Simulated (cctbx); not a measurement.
**Interatomic vectors of Eu2TmS4**

Space group Pnma (no. 62), a = 11.3460 Å, b = 3.9570 Å, c = 14.2370 Å, α = 90.00°, β = 90.00°, γ = 90.00°, content Tm4 Eu8 S16.

Simulated single-crystal data (cctbx): Cu Kα, λ = 1.54184 Å, to d = 0.83 Å, 80 % of the full sphere, strongest reflection 5000 counts, noise from counting, a 4 % proportional error and a noise floor of 2 counts (s.d.); no absorption.

Patterson synthesis from sharpened amplitudes, origin scaled to 1000:

```text
Patterson group P m m m
      u       v       w   height  length (A)
  0.000   0.000   0.000   1000.0     0.00
  0.055   0.000   0.500    310.0     7.15
  0.500   0.000   0.292    308.5     7.04
  0.332   0.500   0.000    298.1     4.26
  0.168   0.000   0.241    170.7     3.93
  0.137   0.500   0.250    167.3     4.36
  0.053   0.500   0.500    166.7     7.41
  0.388   0.500   0.454    165.9     8.07
  0.334   0.000   0.051    164.9     3.86
  0.276   0.500   0.500    156.9     8.03
  0.455   0.000   0.201    153.9     5.90
  0.203   0.000   0.257    144.7     4.32
  0.278   0.000   0.448    144.6     7.11
  0.500   0.000   0.000    138.3     5.67
```

Q: Assign the vectors.

A peak at u stands for all pairs with xi − xj = u, with weight Σ ZiZj against Σ Z² = 54892 at the origin. Peak heights follow these weights only roughly, since form factors, motion and series ripples differ, all vectors within 0.55 Å of a peak are counted as merged into it though the farther ones add only part of their weight, and F(000) is left out, which lowers the whole map:

| u | v | w | shortest length (Å) | height | 1000 ΣZiZj/ΣZ² | pairs in the cell |
| --- | --- | --- | --- | --- | --- | --- |
| 0.055 | 0.000 | 0.500 | 7.15 | 310 | 317 | 4 × Tm–Eu |
| 0.500 | 0.000 | 0.292 | 7.03 | 308 | 346 | 2 × Tm–Tm, 2 × Eu–Eu, 6 × S–S |
| 0.332 | 0.500 | 0.000 | 4.25 | 298 | 326 | 4 × Tm–Eu, 2 × S–S |
| 0.168 | 0.000 | 0.241 | 3.93 | 171 | 154 | 2 × Eu–Eu, 2 × S–S |
| 0.137 | 0.500 | 0.250 | 4.36 | 167 | 303 | 2 × Tm–Eu, 2 × Eu–Eu |
| 0.053 | 0.500 | 0.500 | 7.41 | 167 | 154 | 2 × Eu–Eu, 2 × S–S |
| 0.388 | 0.500 | 0.454 | 8.07 | 166 | 145 | 2 × Eu–Eu |
| 0.334 | 0.000 | 0.051 | 3.86 | 165 | 145 | 2 × Eu–Eu |
| 0.276 | 0.500 | 0.500 | 8.02 | 157 | 145 | 2 × Eu–Eu |
| 0.455 | 0.000 | 0.201 | 5.90 | 154 | 349 | 2 × Tm–Eu, 2 × Eu–Eu, 2 × Eu–S, 2 × S–S |

The table stops at ten peaks or at a height of 45, below which ripples compete. In the model behind the data Tm, the heaviest element, has 1 independent site: (0.4434, 3/4, 0.8935), up to an allowed shift of origin; the Tm–Tm vectors are differences of these positions and their symmetry mates. Elements of similar Z can't be told apart from the map alone. The whole model:

```csv
atom,mult.,x,y,z,Ueq (Å²)
Tm1,4,0.4434,3/4,0.8935,0.0313
Eu1,4,0.3868,3/4,0.3980,0.0217
Eu2,4,0.2226,3/4,0.1551,0.0213
S1,4,0.1745,3/4,0.5134,0.0376
S2,4,0.4398,3/4,0.5959,0.0310
S3,4,0.2392,3/4,0.7969,0.0487
S4,4,0.4777,3/4,0.2110,0.0312
```

The model is made up (kin elements in a known structure type, no relaxation), so it says nothing on whether the phase exists.

[Logs are printed without paths, hosts, clocks, repeated set-up lines and the standing remarks that a program may print on its own settings, such as how far it seeks lower states.]
